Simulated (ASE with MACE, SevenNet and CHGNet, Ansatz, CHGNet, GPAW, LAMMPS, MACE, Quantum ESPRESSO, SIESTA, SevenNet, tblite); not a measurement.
# Machine-learned potentials runs on glassy 75Sc2O3-25SiO2 (mol %) (72 atoms)

Wanted: machine-learned potentials inputs and outputs for glassy 75Sc2O3-25SiO2 (mol %) (72 atoms), checked against a plane-wave reference.

Calculated with ASE with MACE, SevenNet and CHGNet; the method is named at each step.

## (1) Starting point

The cell holds 72 atoms: 24 Sc, 4 Si and 44 O. Its edges and angles: a = 9.740 Å, b = 9.740 Å, c = 9.740 Å, α = 90.0°, β = 90.0°, γ = 90.0°. 72 atoms (24 Sc, 4 Si, 44 O) placed at random at 3.36 g/cm³, melted at 4000 K for 10 ps at fixed volume with the Morse and Coulomb pair potential with partial charges (Pedone, Malavasi, Menziani, Cormack and Segre, J. Phys. Chem. B 110, 11780 (2006)). Quenched from 4000 K to 300 K at 20 K/ps and fixed volume, held 10 ps at zero pressure.

The yardstick, on the same geometry:

```
method                                           : Kohn-Sham DFT, PBE, PAW, plane waves (Ansatz 0.2.0); cutoff 420 eV, Γ point, fermi-dirac smearing of 0.05 eV; PAW set soft_2
r.m.s. force component                           : 0.8481 eV/Å
longest force                                    : 3.788 eV/Å
pressure                                         : 0.2774 GPa
gap (highest filled to lowest empty level) : 2.694 eV
SCF cycles                                       : 10
time                                             : 18 s on 4 threads of Arm Neoverse V1, shared host
CPU time                                         : 59 s
```

## (2) MACE MP-0b3 medium potential

Method: machine-learned interatomic potential MACE MP-0b3 medium, trained on PBE(+U) plane-wave data.

File run.py:

```python
import numpy as np
from ase.io import read
import mlip  # loads the published weights by name

atoms = read("structure.xyz")
atoms.calc = mlip.calc("mace-mp-0b3-medium")
energy = atoms.get_potential_energy()
forces = atoms.get_forces()
print(f"energy {energy:.6f} eV")
print("forces (eV/A)")
for i, (a, f) in enumerate(zip(atoms, forces)):
    print(f"{i:4d} {a.symbol:2s} {f[0]:10.5f} {f[1]:10.5f} {f[2]:10.5f}")
stress = -atoms.get_stress(voigt=False) * 160.21766
print("stress (GPa, compression positive)")
for row in stress:
    print(" ".join(f"{x:10.4f}" for x in row))
```

File structure.xyz:

```xyz
72
Lattice="9.74015 0.00000 0.00000 0.00000 9.74015 0.00000 0.00000 0.00000 9.74015" Properties=species:S:1:pos:R:3 pbc="T T T"
Sc 2.97980 2.73464 1.98017
Sc 4.77297 6.51100 0.34802
Sc 0.62162 6.22990 7.37154
Sc 3.14772 4.41005 8.80948
Sc 5.26621 5.39010 3.17539
Sc 7.31213 8.67643 2.30374
Sc 5.48663 2.49504 6.91570
Sc 2.19621 9.56639 6.43434
Sc 7.79446 6.71846 9.54476
Sc 8.65276 8.40663 6.02331
Sc 5.13111 9.31246 5.35923
Sc 6.16347 1.68602 3.65148
Sc 3.54551 0.62035 9.20707
Sc 2.61796 3.64535 5.73666
Sc 1.74105 6.66596 1.64901
Sc 0.31246 8.93211 9.67811
Sc 3.02724 6.95067 4.67206
Sc 5.74260 5.66692 6.65876
Sc 4.04275 9.01568 2.24316
Sc 0.96798 2.10748 8.43507
Sc 1.18002 9.30438 3.35821
Sc 6.00052 2.74828 0.69837
Sc 9.64051 2.03433 5.55909
Sc 6.02146 9.17853 8.50539
Si 8.22916 6.11457 4.24826
Si 8.77607 1.37930 1.65670
Si 8.15406 3.87931 8.03533
Si 0.29308 3.99171 3.14617
O 4.82430 4.41024 0.30759
O 6.84499 4.00155 7.11450
O 7.17956 1.43599 1.78449
O 9.37158 2.67698 2.46309
O 1.95884 1.46940 3.08734
O 4.29093 1.27830 1.44544
O 1.63362 0.19441 8.46361
O 4.71248 8.66786 0.31305
O 5.47396 3.44344 2.71283
O 2.55387 2.60656 9.61285
O 9.14473 0.04870 2.40416
O 1.28239 7.16437 3.53041
O 8.01858 7.68556 3.95869
O 6.84869 9.18993 6.65496
O 9.65551 7.02080 0.81506
O 5.82997 9.36369 3.36999
O 9.64314 1.26038 0.31655
O 1.81235 1.87595 6.47428
O 6.76122 5.48234 4.61488
O 5.50299 1.58979 8.71140
O 7.62761 3.34097 9.46528
O 0.86921 3.61136 4.59813
O 1.49687 4.49469 2.19894
O 9.38123 8.06348 7.86186
O 3.55759 4.93514 4.44716
O 1.99848 7.47138 6.35116
O 7.60530 8.80831 0.12214
O 9.16480 2.84841 7.40485
[... 12 atom lines left out ...]
O 6.53720 6.69314 1.60381
O 8.92032 5.09030 3.31847
O 0.42720 9.59979 5.31851
O 4.86813 1.68962 5.19462
```

On the command line:

```bash
$ OMP_NUM_THREADS=1 python run.py > output.txt
```

Log:

```text
energy -623.200156 eV
forces (eV/A)
   0 Sc   -0.52154   -0.57648    0.96871
   1 Sc   -0.51071    0.47524    0.86144
   2 Sc    0.67492    0.88150   -0.94286
   3 Sc    0.40240    0.43865    0.69221
   4 Sc    0.01721   -0.38071    0.02468
   5 Sc    0.79402   -1.46041   -1.32810
   6 Sc    0.62715   -1.05861   -0.02853
   7 Sc    0.16571   -1.49566    0.13185
   8 Sc    0.79545    0.87061    1.68016
   9 Sc   -0.54201    0.12749   -0.41873
  10 Sc   -0.09150   -1.56865    0.98221
  11 Sc    0.98563    2.07810    0.05503
  12 Sc    0.73002    0.08079    1.23564
  13 Sc    0.53850    0.78766   -0.45586
  14 Sc    0.02872   -0.58784    0.06229
  15 Sc   -0.89971   -0.78072    1.02153
  16 Sc   -0.79850   -0.22069   -0.07346
  17 Sc   -0.65381    1.47986   -0.93436
  18 Sc   -0.72475    0.11385   -0.43754
  19 Sc    0.54458    0.11502    1.14914
  20 Sc    0.67318   -0.14023   -0.36260
  21 Sc   -0.78030    0.58273   -0.30871
  22 Sc   -1.20459   -0.59128   -1.85851
  23 Sc    1.07212   -0.43695    0.12669
[...]
64 O    -0.39791    0.62926    1.36649
  65 O     0.23597   -0.08493    0.63960
  66 O    -0.25555   -0.12294    0.08686
  67 O    -0.27778   -0.27043    0.70004
  68 O     0.46796   -0.19546   -0.19344
  69 O    -0.32920    0.03858   -1.56205
  70 O    -0.75148    1.08230    0.36439
  71 O    -0.01842    0.19946    0.16279
stress (GPa, compression positive)
    2.4108    -1.7697    -0.4770
   -1.7697    -0.1030    -0.3750
   -0.4770    -0.3750    -0.0017
```

The job ended after 12 s (1 thread of Arm Neoverse V1, shared host; peak memory 0.98 GiB).

Banners, paths, timers and routine set-up lines are dropped from the logs unmarked, and long logs keep their key lines alone; longer cuts are marked.

Against the reference:

* r.m.s. force component: 0.8209 eV/Å
* r.m.s. difference of force components: 116.9 meV/Å
* longest difference of force vectors: 585.3 meV/Å
* force difference over r.m.s. force: 13.78 %
* slope of forces against the reference's: 0.959
* correlation of force components: 0.9907
* pressure: 0.7687 GPa
* pressure difference: 0.4913 GPa

Length of the force difference by element (eV/Å):

```
element  atoms  mean  most
      O     44  0.14  0.27
     Sc     24  0.24  0.59
     Si      4  0.22  0.40
```

Local excerpt of 14 atoms (numbers count through the whole input) about Sc6, picked at random; x, y, z are measured from there.

```
atom      x      y      z  distance (Å)  bonds     Fx     Fy  Fz (eV/Å)
 Sc6   0.00   0.00   0.00          0.00      6   0.79  -1.46      -1.33
 O44  -1.48   0.69   1.07          1.95      4  -0.35   0.61       0.41
 O41   0.71  -0.99   1.65          2.05      3   0.16   1.16      -0.64
 O39   1.83   1.11   0.10          2.15      4  -0.01  -2.97       1.36
 O55   0.29   0.13  -2.18          2.21      4  -0.01  -0.25      -0.31
 O69  -0.77  -1.98  -0.70          2.24      4   0.47  -0.20      -0.19
 O31  -0.13   2.50  -0.52          2.56      4  -0.71  -0.46      -0.31
Si26   1.46   2.44  -0.65          2.92      4   1.13   3.29       0.22
 Sc9   0.48  -1.96  -2.50          3.21      6   0.80   0.87       1.68
 O43   2.34  -1.66  -1.49          3.23      3  -0.30   0.70      -0.98
Sc12  -1.15   2.75   1.35          3.27      5   0.99   2.08       0.06
 O36  -2.60  -0.01  -1.99          3.27      4  -0.40   0.69      -1.26
Sc19  -3.27   0.34  -0.06          3.29      6  -0.72   0.11      -0.44
Si25   0.92  -2.56   1.94          3.34      4  -0.93   1.04       3.03
```

Atoms are counted from 1 here, from 0 in the log.

Forces lie 14 % from the reference's, at 0.19 times its CPU time (on 1 against 4 cores).

## (3) SevenNet 0 potential

Method: machine-learned interatomic potential SevenNet 0, trained on PBE(+U) plane-wave data.

run.py: that of step 2 with these lines changed.

```diff
@@ -5,3 +5,3 @@
 atoms = read("structure.xyz")
-atoms.calc = mlip.calc("mace-mp-0b3-medium")
+atoms.calc = mlip.calc("7net-0")
 energy = atoms.get_potential_energy()
```

structure.xyz is that of step 2.

Log:

```text
energy -623.543030 eV
forces (eV/A)
   0 Sc   -0.70794   -0.59824    1.22569
   1 Sc   -0.38386    0.42436    1.03379
   2 Sc    0.52232    1.06098   -1.00726
   3 Sc    0.56947    0.69774    0.58952
   4 Sc    0.05615   -0.40512    0.25089
   5 Sc    0.88685   -1.61772   -1.29121
   6 Sc    0.78175   -0.88042    0.07704
   7 Sc    0.04872   -1.44929    0.14359
   8 Sc    0.87831    0.93331    1.71724
   9 Sc   -0.43972    0.09124   -0.37124
  10 Sc   -0.10071   -1.53787    0.83536
  11 Sc    0.85914    1.77936   -0.12291
  12 Sc    0.66500   -0.06112    1.09352
  13 Sc    0.32336    0.61520   -0.62761
  14 Sc   -0.25852   -0.54350    0.37092
  15 Sc   -0.93824   -0.88782    1.10527
  16 Sc   -0.91854   -0.09277   -0.19065
  17 Sc   -0.63216    1.40094   -1.04449
  18 Sc   -0.75261    0.16908   -0.41553
  19 Sc    0.62282   -0.07005    1.15038
  20 Sc    0.57867   -0.21456   -0.39557
  21 Sc   -0.62099    0.47201   -0.25372
  22 Sc   -1.10286   -0.67127   -1.82029
  23 Sc    0.97529   -0.46693    0.10102
[...]
64 O    -0.33601    0.68059    1.26898
  65 O     0.26093    0.07095    0.51611
  66 O    -0.17599   -0.10903    0.06330
  67 O    -0.16907   -0.17305    0.86047
  68 O     0.24796   -0.24622   -0.18743
  69 O    -0.27176    0.01275   -1.60870
  70 O    -0.68896    1.19981    0.31825
  71 O    -0.03256    0.21892    0.15336
stress (GPa, compression positive)
    2.6417    -1.9068    -0.4916
   -1.9068     0.2257    -0.3103
   -0.4916    -0.3103     0.0294
```

It took 11 s on 1 thread; peak memory 0.88 GiB.

Numbers from this run, and their distance from the reference:

```
r.m.s. force component                  : 0.8352 eV/Å
r.m.s. difference of force components   : 102.4 meV/Å
longest difference of force vectors     : 504.7 meV/Å
force difference over r.m.s. force      : 12.08 %
slope of forces against the reference's : 0.9776
correlation of force components         : 0.9927
pressure                                : 0.9656 GPa
pressure difference                     : 0.6882 GPa
```

Against the first run (14 %), the force difference from the reference is 12 %, at 0.92 times the CPU time.

## (4) CHGNet 0.3.0 potential

Method: machine-learned interatomic potential CHGNet 0.3.0, trained on PBE(+U) plane-wave data.

run.py: that of step 3 with these lines changed.

```diff
@@ -5,3 +5,3 @@
 atoms = read("structure.xyz")
-atoms.calc = mlip.calc("7net-0")
+atoms.calc = mlip.calc("chgnet-0.3.0")
 energy = atoms.get_potential_energy()
```

structure.xyz is that of step 3.

Log:

```text
CHGNet v0.3.0 initialized with 412,525 parameters
CHGNet will run on cpu
energy -654.725586 eV
forces (eV/A)
   0 Sc   -0.67732   -0.51378    1.14447
   1 Sc   -0.46148    0.44594    1.02833
   2 Sc    0.28841    0.84297   -0.95845
   3 Sc    0.43705    0.51321    0.68984
   4 Sc   -0.06895   -0.26194    0.22653
   5 Sc    0.60370   -1.47829   -0.99181
   6 Sc    0.54461   -1.01828   -0.16479
   7 Sc    0.22355   -1.34015   -0.08991
   8 Sc    0.89110    0.83519    1.56331
   9 Sc   -0.42916    0.15090   -0.34921
  10 Sc   -0.16730   -1.32357    0.83187
  11 Sc    0.86275    1.54575    0.29421
  12 Sc    0.74266    0.04089    1.07265
  13 Sc    0.39866    0.67372   -0.60987
  14 Sc   -0.21371   -0.47400    0.20961
  15 Sc   -0.81548   -0.89706    0.83574
  16 Sc   -0.80637   -0.23076   -0.26585
  17 Sc   -0.49722    1.41250   -0.93800
  18 Sc   -0.75765    0.04223   -0.29821
  19 Sc    0.23376    0.27753    0.84838
  20 Sc    0.65097    0.00056   -0.32276
  21 Sc   -0.67248    0.49877   -0.37789
  22 Sc   -1.20782   -0.54188   -1.71747
  23 Sc    1.10657   -0.37085    0.10600
[...]
64 O    -0.17636    0.55138    1.25594
  65 O     0.27704    0.05769    0.47066
  66 O    -0.15080    0.00545    0.01033
  67 O    -0.29747   -0.27903    0.75258
  68 O     0.39517   -0.17702   -0.25310
  69 O    -0.30344    0.00693   -1.62270
  70 O    -0.63427    0.92517    0.28217
  71 O     0.04708    0.21278    0.13709
stress (GPa, compression positive)
    2.0670    -1.7931    -0.5031
   -1.7931     0.1372    -0.2415
   -0.5031    -0.2415    -0.0803
```

Elapsed: 4.9 s, on 1 thread; peak memory 1.1 GiB.

Compared with the plane-wave run:

* r.m.s. force component: 0.8005 eV/Å
* r.m.s. difference of force components: 136.3 meV/Å
* longest difference of force vectors: 663 meV/Å
* force difference over r.m.s. force: 16.07 %
* slope of forces against the reference's: 0.9325
* correlation of force components: 0.988
* pressure: 0.708 GPa
* pressure difference: 0.4306 GPa

Against the first run (14 %), the force difference from the reference is 16 %, at 0.43 times the CPU time.

## (5) Side by side

Differences are against the plane-wave reference, forces as r.m.s. over components; share is that over the reference's r.m.s. force, slope the least-squares factor from reference forces to these. Total energies of different programs have different zeros and aren't compared.

```
                         run  Δ force, r.m.s. (meV/Å)  share (%)  slope  Δ pressure (GPa)  cores  CPU time  memory (GiB)
                   reference                        -          -      -                 -      4      59 s           1.2
MACE MP-0b3 medium potential                      117       13.8  0.959             0.491      1      11 s          0.98
        SevenNet 0 potential                      102       12.1  0.978             0.688      1      10 s          0.88
      CHGNet 0.3.0 potential                      136       16.1  0.932             0.431      1     4.7 s           1.1
```

Times of the machine-learned potentials are mostly Python's start and the loading of weights.

CPU time is summed over cores on a shared host, where runs went side by side, so it is rough. Symmetry, cutoffs, thresholds, outputs and thread counts weren't matched or tuned between programs; memory under MPI is the largest rank's times the ranks.

## (6) What came out

* nearest in forces: SevenNet 0 potential, 12 %
* its CPU time: 10 s

Machine-learned potentials differ by 12 % (SevenNet 0 potential) to 16 % (CHGNet 0.3.0 potential); they were trained on other programs' data. Machine-learned potentials mimic data converged in k, so the reference's own k-point error enters their differences. The quench rate of 20 K/ps is many orders above laboratory rates, so the cell is likely richer in defects and strain than a real sample. The network of bonds at the start is that of the classical potential that made the cell, and needn't be the one that DFT or experiment would give. The electronic-structure runs sample only Γ, in a cell whose shortest periodic width is 10 Å.

[Also dropped from logs without a mark: logging warnings of Python, and SIESTA's first energy breakdown and zero terms.]

[Logs are printed without paths, hosts, clocks, repeated set-up lines and the standing remarks that a program may print on its own settings, such as how far it seeks lower states.]

[Hosts, paths, dates, database ids (printed as entryN), source tags and the programs' standing remarks are cut or masked in the printed files.]
